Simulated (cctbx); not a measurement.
# X-rays or neutrons for the lightest atoms?

Cell a = 5.1640 Å, b = 5.1640 Å, c = 23.5210 Å, α = 90.00°, β = 90.00°, γ = 120.00°; space group R-3 (no. 148); content Pd6 P6 O24 Li6. The heavier atoms are placed; Li is still missing.

The data are simulated with cctbx, not measured: Ag Kα, λ = 0.56087 Å, to d = 0.84 Å, 80 % of the full sphere, strongest reflection 20000 counts, noise from counting, a 1.5 % proportional error and a noise floor of 4 counts (s.d.); no absorption.

Refinement without Li (map in e/Å³):

```text
Rint 0.018, 218 unique reflections to 0.84 A
cycle     R1     wR2    GooF  max shift (A)
   1  0.1297  0.2986  20.441   0.05925
   2  0.0429  0.0944   6.466   0.00003
final R1 0.0429 wR2 0.0944 GooF 6.466  parameters 10  data/parameter 21.8
atom        x        y        z      Ueq    occ   su(xyz)  su(Uiso or U11)
Pd1    0.00000  0.00000  0.23120   0.0066  1.000  0.00004  0.0004
P1     0.00000  0.00000  0.08592   0.0093  1.000  0.00016  0.0007
O1     0.66667  0.33333  0.18236   0.0109  1.000  0.00040  0.0020
O2     0.99167  0.27594  0.06494   0.0090  1.000  0.00122  0.0012
difference map: max 6.60 min -0.60 rms 0.29
Q1    0.0000  0.0000  0.3740    6    6.62  1.99 A from O2
Q2    0.0000  0.0000  0.2302    6    1.17  0.02 A from Pd1
Q3    0.0000  0.0000  0.0810    6    0.75  0.12 A from P1
Q4    0.0000  0.0000  0.1600    6    0.65  0.21 A from O1
Q5    0.0023  0.2436  0.3873   18    0.32  0.73 A from O2
Q6    0.1061  0.5551  0.6706   18    0.25  1.64 A from O2
Q7    0.0000  0.0000  0.4691    6    0.23  2.53 A from O2
Q8    0.0272  0.7745  0.3883   18    0.22  1.67 A from O2
```

The data are simulated with cctbx, not measured: neutrons of λ = 1.17 Å, to d = 0.7 Å, 80 % of the full sphere, strongest reflection 5000 counts, noise from counting, a 1.5 % proportional error and a noise floor of 4 counts (s.d.); no absorption.

Refinement without Li (map in fm/Å³; only maxima are listed):

```text
Rint 0.030, 372 unique reflections to 0.70 A
cycle     R1     wR2    GooF  max shift (A)
   1  0.1928  0.3863  15.339   0.03239
   2  0.1260  0.2403   9.544   0.00001
final R1 0.1260 wR2 0.2403 GooF 9.544  parameters 10  data/parameter 37.2
atom        x        y        z      Ueq    occ   su(xyz)  su(Uiso or U11)
Pd1    0.00000  0.00000  0.23119   0.0068  1.000  0.00017  0.0008
P1     0.00000  0.00000  0.08580   0.0087  1.000  0.00020  0.0009
O1     0.66667  0.33333  0.18177   0.0082  1.000  0.00017  0.0008
O2     0.99148  0.27674  0.06494   0.0105  1.000  0.00055  0.0007
difference map: max 1.65 min -15.55 rms 0.53
Q1    0.9914  0.2679  0.0675   18    1.68  0.07 A from O2
Q2    0.0000  0.0000  0.2272    6    1.50  0.09 A from Pd1
Q3    0.0000  0.0000  0.1539    6    1.28  0.06 A from O1
Q4    0.9937  0.1259  0.6148   18    1.27  1.65 A from O2
Q5    0.0000  0.0000  0.0886    6    1.19  0.07 A from P1
Q6    0.0000  0.1000  0.6444   18    1.18  1.93 A from O2
Q7    0.0000  0.1000  0.3926   18    1.11  1.40 A from O2
Q8    0.0000  0.0000  0.4661    6    0.78  2.48 A from O2
```

**Question.** Where is Li, and which data fix it better?

Li sits at (1/3, 2/3, 0.0402). Adding it takes R1 from 0.043 to 0.008 with X-rays and from 0.126 to 0.017 with neutrons. Its largest coordinate s.u. is 0.00020 with X-rays and 0.00009 with neutrons, so neutrons fix it better in these data. In the X-ray map Q1 marks it. No listed neutron peak is on it. Natural Li has a negative scattering length, so it shows as a hole in the neutron map (minimum -15.6), not among the maxima.

Final neutron refinement:

```text
Rint 0.030, 372 unique reflections to 0.70 A
cycle     R1     wR2    GooF  max shift (A)
   1  0.1509  0.3128  12.457   0.06224
   2  0.0169  0.0350   1.394   0.00000
final R1 0.0169 wR2 0.0350 GooF 1.394  parameters 12  data/parameter 31.0
atom        x        y        z      Ueq    occ   su(xyz)  su(Uiso or U11)
Pd1    0.00000  0.00000  0.23124   0.0068  1.000  0.00002  0.0001
P1     0.00000  0.00000  0.08586   0.0089  1.000  0.00003  0.0001
O1     0.66667  0.33333  0.18183   0.0086  1.000  0.00003  0.0001
O2     0.99187  0.27662  0.06501   0.0105  1.000  0.00008  0.0001
Li1    0.33333  0.66667  0.04025   0.0143  1.000  0.00009  0.0003
difference map: max 0.41 min -0.66 rms 0.08
Q1    0.0000  0.0000  0.2148    6    0.41  0.39 A from Pd1
Q2    0.0447  0.0976  0.9128   18    0.41  0.44 A from P1
Q3    0.0405  0.2612  0.0494   18    0.36  0.47 A from O2
Q4    0.0104  0.5736  0.5895   18    0.30  0.48 A from O2
Q5    0.0000  0.0000  0.1309    6    0.30  0.48 A from O1
Q6    0.0000  0.0000  0.2549    6    0.26  0.56 A from Pd1
```

This is a model crystal, built by substitution and not relaxed, with assumed displacement parameters.

[Middle refinement cycles are left out of these outputs.]

[Logs are printed without paths, hosts, clocks, repeated set-up lines and the standing remarks that a program may print on its own settings, such as how far it seeks lower states.]
